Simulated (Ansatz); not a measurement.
# K chain started as a strip of triangles: period, moment and channels by functional

How many channels does the K chain started as a strip of triangles carry, and how sure is the answer?

Program: Ansatz 0.2.0. Level of theory: DFT PBE, plane waves, PAW; relaxation of a chain's period, in the first sound run; inputs show where later runs differ. Results are calculated unless marked as measured.

## Step 1: The starting structure

The cell holds 2 atoms: 2 K. Its edges and angles: a = 13.500 Å, b = 12.000 Å, c = 3.973 Å, α = 90.0°, β = 90.0°, γ = 90.0°. Vacuum lies along a and b. The structure's axis is c.

## Step 2: The relaxed wire, level PBE, cutoff 420 eV

Band widths follow the bond lengths, so the chain is relaxed first. The atoms and the third cell vector are free; the box across stays fixed as vacuum. Moments are seeded so that a magnetic state can form if it lies lower. A Fermi-Dirac smearing is set since the result may be a metal. The pressure printed is a third of the stress's trace over the whole box, vacuum included; only the stress along the axis is relaxed.

Input file input.yaml:

```yaml
crystal:
  lattice:
    - [13.5, 0.0, 0.0]
    - [0.0, 12.0, 0.0]
    - [0.0, 0.0, 3.97271]
  atoms:
    - { symbol: K, position: [0.37429037, 0.5, 0.0], spin: 0.5 }
    - { symbol: K, position: [0.62570963, 0.5, 0.5], spin: 0.5 }
magnetization:
  spin_polarized: true
kpoints:
  mp_grid: { grid: [1, 1, 21] }
scf:
  occupations: { method: fermi_dirac, width: 0.05 }
hamiltonian:
  xc: pbe
relax:
  cell: { fix: [a, b, alpha, beta, gamma] }
  max_steps: 60
```

Started as:

```bash
$ ansatz run input.yaml --threads 8 --pin off --max-ram 16384MiB --backend cpu --events-out ev --progress --plain --runs-dir out
```

Numbers of over 12 decimals in the logs are rounded to 6 here.

Output:

```text
Engine: ansatz 0.2.0, aarch64-unknown-linux-gnu
Pseudopotentials: kind: paw
Pseudopotential: K, paw, valence charge 9, recommended cutoff 420 eV (normal), K.paw.azcp
Functional definition: PBE
  parameter kappa = 0.804
  parameter beta = 0.066725
  exchange = pbe_x(kappa = kappa, mu = beta*pi^2/3)
  correlation = pbe_c(beta = beta)
Crystal: 2 atoms, lattice volume = 643.579 Å³
Basis set: ecut = 420 eV, 12561 PW (Γ), exchange–correlation on 192×162×54 points (8 copies of the dense FFT grid, shifted against one another)
Bands: 14, of which v1, the nominal top of the filled ones, is band 9 counted from 1 (8 counted from 0)
Symmetry: 8 space group operations
Space group: Pmma (ITA 51), of the structure as read, at distance tolerance 8.6e-5 Å
Magnetic group: BNS 51.289 (UNI 387), of the structure as read, at distance tolerance 8.6e-5 Å
k-points: 11 of 21
Non-local potential: K, projectors of the file, l = 0: 3, l = 1: 2, l = 2: 2
PAW form: soft (Blöchl's): semilocal exchange-correlation on the pseudo side does not see the compensation charge
PAW one-centre angular grid: K, 110 points (default); XC on 64 Gauss nodes
Initial density: superposition of atomic densities (neutral atoms: chi_scale 0, normalization atom)
Starting moments: Σ|m| = 1 μB on 2 of 2 sites
Initial wavefunctions: pseudopotential atomic-orbital guess
Functional: x = pbe(κ = 0.804, μ = 0.219515), c = pbe(β = 0.066725)
iter 1 solved again at ethr=1.81e-3 eV; its pass at ethr=3.10e-3 eV (dr2=3.26e-1 eV) is discarded
SCF iter   1: F=—  HF=-3074.599262 eV  |F-HF|=—  |Δ(HF+E_count)|=         —  Δρ=6.45e-3 (↑6.45e-3 ↓5.58e-3)  dr2=3.53e-1  dr2_m=2.03e-1  M=0.111 μB ∫|m|=0.122 μB  β_m=0.30  ethr=1.81e-3  ⟨swp⟩=1.0  Hψ=2686  notcnv=0
preconditioner: auto → LDOS  [metal: Δε(μ)=0.041 eV  Ē_g=2.212 eV  σ=0.050 eV  W_gap=0.20  n_scr=30 (ndim 8)  ℏωp=2.1 eV  f_vac=0.618  D(μ)=2.32/eV (n_scr^D=8)]
spin=Collinear: LDOS preconditioning applied to the charge; magnetization (m = ρ↑ − ρ↓) channel mixes plain (no charge-response kernel on spin).
SCF iter   2: F=—  HF=-3074.620839 eV  |F-HF|=—  |Δ(HF+E_count)|=   2.16e-2  Δρ=4.50e-3 (↑4.50e-3 ↓4.08e-3)  dr2=1.98e-1  dr2_m=1.03e-1  M=0.099 μB ∫|m|=0.106 μB  β_m=0.30  ethr=1.81e-3  ⟨swp⟩=1.5  Hψ=318  notcnv=0
SCF iter   3: F=—  HF=-3074.619432 eV  |F-HF|=—  |Δ(HF+E_count)|=   1.41e-3  Δρ=3.27e-3 (↑2.81e-3 ↓3.27e-3)  dr2=1.73e-2  dr2_m=5.27e-2  M=0.071 μB ∫|m|=0.076 μB  β_m=0.30  ethr=1.10e-3  ⟨swp⟩=3.2  Hψ=561  notcnv=0
SCF iter   4: F=—  HF=-3074.632766 eV  |F-HF|=—  |Δ(HF+E_count)|=   1.33e-2  Δρ=2.18e-3 (↑2.10e-3 ↓2.18e-3)  dr2=3.95e-3  dr2_m=2.68e-2  M=0.060 μB ∫|m|=0.064 μB  β_m=0.30  ethr=9.61e-5  ⟨swp⟩=2.7  Hψ=590  notcnv=0
SCF iter   5: F=—  HF=-3074.639644 eV  |F-HF|=—  |Δ(HF+E_count)|=   6.88e-3  Δρ=1.56e-3 (↑1.50e-3 ↓1.56e-3)  dr2=1.49e-3  dr2_m=1.37e-2  M=0.049 μB ∫|m|=0.053 μB  β_m=0.30  ethr=2.19e-5  ⟨swp⟩=1.6  Hψ=358  notcnv=0
SCF iter   6: F=—  HF=-3074.643480 eV  |F-HF|=—  |Δ(HF+E_count)|=   3.84e-3  Δρ=1.13e-3 (↑1.13e-3 ↓1.05e-3)  dr2=2.54e-4  dr2_m=6.97e-3  M=0.043 μB ∫|m|=0.045 μB  β_m=0.30  ethr=8.28e-6  ⟨swp⟩=2.5  Hψ=538  notcnv=0
SCF iter   7: F=—  HF=-3074.645280 eV  |F-HF|=—  |Δ(HF+E_count)|=   1.80e-3  Δρ=7.81e-4 (↑7.81e-4 ↓7.75e-4)  dr2=2.77e-5  dr2_m=3.56e-3  M=0.037 μB ∫|m|=0.039 μB  β_m=0.30  ethr=1.41e-6  ⟨swp⟩=2.5  Hψ=495  notcnv=0
Mixer restart at iter 7: flushing history
spin-set hold released at iteration 7 (site moments contracting): the magnetisation degrees of freedom join the quasi-Newton model from the next iteration; the mixer history was flushed
SCF iter   8: F=—  HF=-3074.646273 eV  |F-HF|=—  |Δ(HF+E_count)|=   9.93e-4  Δρ=5.59e-4 (↑5.59e-4 ↓5.55e-4)  dr2=1.95e-5  dr2_m=1.83e-3  M=0.033 μB ∫|m|=0.034 μB  β_m=0.65  ethr=1.54e-7  ⟨swp⟩=2.0  Hψ=465  notcnv=0
SCF iter   9: F=—  HF=-3074.647279 eV  |F-HF|=—  |Δ(HF+E_count)|=   1.01e-3  Δρ=1.94e-5 (↑1.94e-5 ↓1.77e-5)  dr2=2.23e-6  dr2_m=1.74e-6  M=0.016 μB ∫|m|=0.018 μB  β_m=0.75  ethr=1.09e-7  ⟨swp⟩=2.0  Hψ=557  notcnv=0
SCF iter  10: F=—  HF=-3074.647314 eV  |F-HF|=—  |Δ(HF+E_count)|=   3.48e-5  Δρ=1.15e-5 (↑1.11e-5 ↓1.15e-5)  dr2=1.19e-6  dr2_m=6.82e-7  M=0.012 μB ∫|m|=0.014 μB  β_m=0.88  ethr=1.24e-8  ⟨swp⟩=2.2  Hψ=489  notcnv=0
SCF iter  11: F=—  HF=-3074.647328 eV  |F-HF|=—  |Δ(HF+E_count)|=   1.43e-5  Δρ=7.43e-6 (↑7.43e-6 ↓6.46e-6)  dr2=2.79e-7  dr2_m=2.22e-7  M=0.008 μB ∫|m|=0.010 μB  β_m=0.87  ethr=6.63e-9  ⟨swp⟩=2.5  Hψ=483  notcnv=0
SCF iter  12: F=—  HF=-3074.647334 eV  |F-HF|=—  |Δ(HF+E_count)|=   5.68e-6  Δρ=3.80e-6 (↑3.80e-6 ↓3.73e-6)  dr2=4.58e-9  dr2_m=8.34e-8  M=0.005 μB ∫|m|=0.006 μB  β_m=0.93  ethr=5.56e-10  ⟨swp⟩=5.0  Hψ=977  notcnv=0
SCF iter  13: F=—  HF=-3074.647338 eV  |F-HF|=—  |Δ(HF+E_count)|=   3.69e-6  Δρ=1.34e-6 (↑1.34e-6 ↓1.02e-6)  dr2=5.29e-9  dr2_m=7.96e-9  M=0.001 μB ∫|m|=0.002 μB  β_m=0.97  ethr=2.54e-11  ⟨swp⟩=5.1  Hψ=975  notcnv=0
SCF iter  14: F=—  HF=-3074.647338 eV  |F-HF|=—  |Δ(HF+E_count)|=   3.38e-7  Δρ=2.23e-7 (↑2.10e-7 ↓2.23e-7)  dr2=2.07e-10  dr2_m=2.63e-10  M=0.000 μB ∫|m|=0.000 μB  β_m=0.98  ethr=2.54e-11  ⟨swp⟩=4.5  Hψ=845  notcnv=0
SCF iter  15: F=-3074.647338 eV  HF=-3074.647338 eV  |F-HF|=9.69e-11  |Δ(HF+E_count)|=   6.32e-9  Δρ=6.51e-8 (↑4.95e-8 ↓6.51e-8)  dr2=7.52e-11  dr2_m=1.41e-11  M=0.000 μB ∫|m|=0.000 μB  ethr=1.15e-12  ⟨swp⟩=2.8  Hψ=623  notcnv=0
WARN: the starting moments were not kept: the SCF closed with an absolute magnetisation of 3.4e-5 μB, where they sum to 1 μB in size (2 sites). That is at most 0.1 of that sum. Measured as dr2_m measures the in/out step, that magnetisation stands 2.1e-11 eV from none, at or under the dr2_threshold of 1.0e-7 eV: it is no larger than a step whose dr2_m would equal this threshold. The system may hold no moment; this SCF [...]
SCF 1 converged in 15 iterations: F = -3074.647338 eV  dr2 = 7.52e-11
  greatest PAW one-centre occupation: 0.989 electrons in one spin orbital (limit 2), on the K atom at site 1 (counted from 0), in its partial waves of l = 0
relax step   1: F+E_penalty+E_count = -3074.64733789 eV  Δ(F+E_penalty+E_count) = +0.000e0 eV  max|allowed force component| = 3.545e-1 eV/Å  Δτ_max = 0.0000 Å  P = +0.238 GPa  Ω = 643.579 Å³  fix = [a, b, alpha, beta, gamma]  reactions: a +0.322, b -0.013 GPa  (15 SCF iters, dr2 threshold 1.00e-7 eV, accepted)
Crystal: 2 atoms, lattice volume = 649.771 Å³
Basis set: ecut = 420 eV, 12705 PW (Γ), exchange–correlation on 192×162×54 points (8 copies of the dense FFT grid, shifted against one another)
Initial density: handed on by an earlier stage of this run
[...]
SCF 3 converged in 11 iterations: F = -3074.795094 eV  dr2 = 8.32e-12
  greatest PAW one-centre occupation: 0.988 electrons in one spin orbital (limit 2), on the K atom at site 1 (counted from 0), in its partial waves of l = 0
relax step   3: F+E_penalty+E_count = -3074.79509436 eV  Δ(F+E_penalty+E_count) = -9.852e-2 eV  max|allowed force component| = 5.726e-2 eV/Å  Δτ_max = 0.1870 Å  P = +0.069 GPa  Ω = 677.718 Å³  energy of the carried Pulay correction = -3.404e-5 eV  fix = [a, b, alpha, beta, gamma]  reactions: a +0.076, b -0.014 GPa  (11 SCF iters, dr2 threshold 2.00e-7 eV, accepted)
[...]
relax step   4: F+E_penalty+E_count = -3074.81108336 eV  Δ(F+E_penalty+E_count) = -1.599e-2 eV  max|allowed force component| = 3.377e-2 eV/Å  Δτ_max = 0.1326 Å  P = -0.003 GPa  Ω = 707.073 Å³  energy of the carried Pulay correction = -6.193e-5 eV  fix = [a, b, alpha, beta, gamma]  reactions: a -0.010, b -0.014 GPa  (11 SCF iters, dr2 threshold 2.00e-7 eV, accepted)
[...]
relax step   5: F+E_penalty+E_count = -3074.81408168 eV  Δ(F+E_penalty+E_count) = -2.998e-3 eV  max|allowed force component| = 3.867e-3 eV/Å  Δτ_max = 0.0714 Å  P = +0.008 GPa  Ω = 709.366 Å³  energy of the carried Pulay correction = -6.406e-5 eV  fix = [a, b, alpha, beta, gamma]  reactions: a +0.017, b -0.014 GPa  (11 SCF iters, dr2 threshold 7.13e-8 eV, accepted)
[...]
relax step   6: F+E_penalty+E_count = -3074.81466323 eV  Δ(F+E_penalty+E_count) = -5.815e-4 eV  max|allowed force component| = 1.181e-3 eV/Å  Δτ_max = 0.0188 Å  P = +0.007 GPa  Ω = 714.386 Å³  energy of the carried Pulay correction = -6.869e-5 eV  fix = [a, b, alpha, beta, gamma]  reactions: a +0.021, b -0.014 GPa  (10 SCF iters, accepted)
[...]
relax step   7: F+E_penalty+E_count = -3074.81487081 eV  Δ(F+E_penalty+E_count) = -2.076e-4 eV  max|allowed force component| = 8.482e-5 eV/Å  Δτ_max = 0.0068 Å  P = +0.002 GPa  Ω = 719.453 Å³  energy of the carried Pulay correction = -7.334e-5 eV  fix = [a, b, alpha, beta, gamma]  reactions: a +0.019, b -0.014 GPa  (11 SCF iters, accepted)
Basis set: ecut = 420 eV, 14079 PW (Γ), exchange–correlation on 192×162×60 points (8 copies of the dense FFT grid, shifted against one another)
Initial wavefunctions: pseudopotential atomic-orbital guess (no wavefunctions were taken with the density)
iter 1 solved again at ethr=2.55e-7 eV; its pass at ethr=3.10e-3 eV (dr2=4.58e-5 eV) is discarded
SCF iter   1: F=—  HF=-3074.815024 eV  |F-HF|=—  |Δ(HF+E_count)|=         —  Δρ=6.13e-6 (↑6.13e-6 ↓6.12e-6)  dr2=1.30e-7  dr2_m=1.26e-12  M=-0.000 μB ∫|m|=0.000 μB  β_m=0.30  ethr=2.55e-7  ⟨swp⟩=5.1  Hψ=3238  notcnv=0
preconditioner: auto → LDOS  [metal: Δε(μ)=0.100 eV  Ē_g=2.010 eV  σ=0.050 eV  W_gap=0.43  n_scr=28 (ndim 8)  ℏωp=2.0 eV  f_vac=0.633  D(μ)=2.72/eV (n_scr^D=8)]
spin=Collinear: LDOS preconditioning applied to the charge; magnetization (m = ρ↑ − ρ↓) channel mixes plain (no charge-response kernel on spin).
SCF iter   2: F=—  HF=-3074.815078 eV  |F-HF|=—  |Δ(HF+E_count)|=   5.39e-5  Δρ=4.24e-6 (↑4.24e-6 ↓4.24e-6)  dr2=5.89e-8  dr2_m=1.14e-12  M=-0.000 μB ∫|m|=0.000 μB  β_m=0.59  ethr=7.25e-10  ⟨swp⟩=3.2  Hψ=542  notcnv=0
SCF iter   3: F=—  HF=-3074.815103 eV  |F-HF|=—  |Δ(HF+E_count)|=   2.53e-5  Δρ=4.49e-7 (↑4.48e-7 ↓4.49e-7)  dr2=1.49e-9  dr2_m=7.83e-13  M=-0.000 μB ∫|m|=0.000 μB  β_m=0.66  ethr=3.27e-10  ⟨swp⟩=4.1  Hψ=612  notcnv=0
SCF iter   4: F=—  HF=-3074.815098 eV  |F-HF|=—  |Δ(HF+E_count)|=   4.83e-6  Δρ=8.28e-8 (↑7.37e-8 ↓8.28e-8)  dr2=3.41e-10  dr2_m=6.01e-13  M=-0.000 μB ∫|m|=0.000 μB  β_m=0.76  ethr=8.29e-12  ⟨swp⟩=3.7  Hψ=604  notcnv=0
SCF iter   5: F=—  HF=-3074.815098 eV  |F-HF|=—  |Δ(HF+E_count)|=   4.09e-9  Δρ=4.00e-8 (↑3.28e-8 ↓4.00e-8)  dr2=9.66e-11  dr2_m=4.39e-13  M=-0.000 μB ∫|m|=0.000 μB  β_m=0.88  ethr=1.90e-12  ⟨swp⟩=2.9  Hψ=498  notcnv=0
SCF iter   6: F=-3074.815098 eV  HF=-3074.815098 eV  |F-HF|=1.22e-10  |Δ(HF+E_count)|=  1.58e-10  Δρ=1.94e-8 (↑1.41e-8 ↓1.94e-8)  dr2=1.39e-11  dr2_m=2.55e-13  M=-0.000 μB ∫|m|=0.000 μB  ethr=1.00e-12  ⟨swp⟩=4.3  Hψ=1315  notcnv=0
the starting moments were not kept: the SCF closed with an absolute magnetisation of 2.2e-5 μB, where they sum to 1 μB in size (2 sites). That is at most 0.1 of that sum. Measured as dr2_m measures the in/out step, that magnetisation stands 7.1e-12 eV from none, at or under the dr2_threshold of 2.0e-11 eV: it is no larger than a step whose dr2_m would equal this threshold.
SCF 8 converged in 6 iterations: F = -3074.815098 eV  dr2 = 1.39e-11
relax step   8: F+E_penalty+E_count = -3074.81509833 eV  Δ(F+E_penalty+E_count) = -2.275e-4 eV  max|allowed force component| = 3.994e-5 eV/Å  Δτ_max = 0.0000 Å  P = +0.003 GPa  Ω = 719.453 Å³  fix = [a, b, alpha, beta, gamma]  reactions: a +0.019, b -0.014 GPa  stress off target by 3.37e-3 GPa on what of the cell is left free  SCF on the basis re-selected at this cell (its energy is not comparable with the rows above)  (6 SCF iters)
basis re-selected at this cell: Δ(F+E_penalty+E_count) = -2.275e-4 eV, ΔP = +0.001 GPa vs the last step (what re-selecting the basis moved, of the pressure what is left beyond the Pulay correction that the steps carried, after the strain that the cell walked since its last selection, with what the two solves' SCF thresholds leave and, on support functions, any second-order correction that the steps lacked; it is no measure of the basis error at this ecutwfc). The dense FFT grid was sized anew with the basis: this SCF ran on 96×81×30 points, the steps before it on 96×81×27, so part of this shift can come from that change (see relax.cell in the input reference). [rest of the remark cut]
SCF converged after 6 iterations
Magnetization: -0.0000 μB (9.0000 up, 9.0000 down)
Absolute magnetization: 0.0000 μB (∫|ρ↑−ρ↓|, with the PAW one-centre terms)
Spin contamination: 0.0000 ħ² per cell (⟨S²⟩ above its minimum at these occupations)
Per-site moments (μB) at R_I (Å): [(-2.8231804427401293e-6, 1.831939), (-2.8231804427233262e-6, 1.831939)]
Free energy (F): -3074.815098 eV
Harris-Foulkes:  -3074.815098 eV  (|F-HF|=1.22e-10)
Internal energy: -3074.793371 eV  (E = F + TS)
E sigma→0 (E₀):  -3074.804235 eV
Entropy (-TS):   -0.021727 eV (-10.864 meV/atom)
Fermi energy:    -1.358154 eV
--- Per-component energies (eV) ---
  E_band       = -348.460889
  E_kinetic    = 503.499878
  E_local      = -2660.381386  (includes V_loc(G=0)·N_el)
  E_nonlocal   = 26.205287
  E_hartree    = 1082.449993
  E_xc         = -266.568932
  E_vxc        = -324.815333  (∫ρ·V_xc dr)
  E_paw        = -1563.742453  (= ΣΔE_a)
  E_vpaw       = -57.869360  (= ΣTr[D̂ρ^β])
  E_aug_tail   = -0.000007  (compensation charges beyond the density's cutoff)
  E_ewald      = -196.255751
  E_smearing   = -0.021727  (= −TS)
  E_closure    = 0.000000  (closes the sum)
  Σ components = -3074.815098   (vs F -3074.815098, Δ=0.00e0)
--- Forces (eV/Å), atoms counted from 1 ---
  atom   1  K     -0.00003994     0.00000000     0.00000000
  atom   2  K      0.00003994     0.00000000     0.00000000
  max |Σ_I F_I| component: 1.36e-20 eV/Å
--- Stress (GPa, compression-positive) ---
        0.018620       0.000000       0.000000
        0.000000      -0.013640       0.000000
        0.000000       0.000000       0.003374
  P = ⅓ Tr σ = 0.0028 GPa (0.028 kbar)
--- Relaxed structure (7 steps of the walk, 7 accepted, 1 SCFs on fresh bases) ---
  F+E_penalty+E_count = -3074.81509833 eV   max|allowed force component| = 3.994e-5 eV/Å   (the final SCF, on the basis selected at the relaxed cell)
  cell:  # Å, volume = 719.4525 Å³
    - [13.5, 0.0, 0.0]
    - [0.0, 12.0, 0.0]
    - [0.0, 0.0, 4.441065]
  atoms:
    - { symbol: K, position: [0.353652, 0.5, 0.0] }
    - { symbol: K, position: [0.646348, 0.5, 0.5] }
```

The job ended after 19 s (8 threads of Arm Neoverse V2, shared host; peak memory 1.1 GiB).

The steps of the relaxation:

```
step  energy less that of the first step (eV)  largest force component (eV/Å)  pressure (GPa)  volume (Å³)
   1                                   0.0000                          0.3545            0.24       643.58
   2                                  -0.0492                          0.2685            0.19       649.77
   3                                  -0.1478                          0.0573            0.07       677.72
   4                                  -0.1637                          0.0338            0.00       707.07
   5                                  -0.1667                          0.0039            0.01       709.37
   6                                  -0.1673                          0.0012            0.01       714.39
   7                                  -0.1675                          0.0001            0.00       719.45
  8*                                  -0.1678                          0.0000            0.00       719.45
```

Relaxation steps marked * repeat the geometry before them on a plane-wave basis chosen anew for their cell, so energy and pressure can jump there.

Forces are held to the 8 operations that the run works with; a distortion that breaks them can't arise in this run.

```
cell as run  before  after   change
      c (Å)   3.973  4.441  +11.8 %
```

The atoms that moved most (Å, along periodic axes as changes of fractional coordinates times the final cell, across vacuum about the mean position):

```
atom      dx     dy     dz  length
  K1  -0.279  0.000  0.000   0.279
  K2   0.279  0.000  0.000   0.279
```

The relaxed structure:

```xyz
2
Lattice="13.5000 0.0000 0.0000 0.0000 12.0000 0.0000 0.0000 0.0000 4.4411" Properties=species:S:1:pos:R:3
K     4.7743    6.0000    0.0000
K     8.7257    6.0000    2.2205
```

This step gave:

* energy at zero smearing: -3074.8042 eV
* cell length along the wire: 4.441 Å

The cell's length comes to 4.441 Å with no moment.

(Continued in part 2 of 3.)

[Logs are printed without paths, hosts, clocks, repeated set-up lines and the standing remarks that a program may print on its own settings, such as how far it seeks lower states.]

[Hosts, paths, dates, database ids (printed as entryN), source tags and the programs' standing remarks are cut or masked in the printed files.]
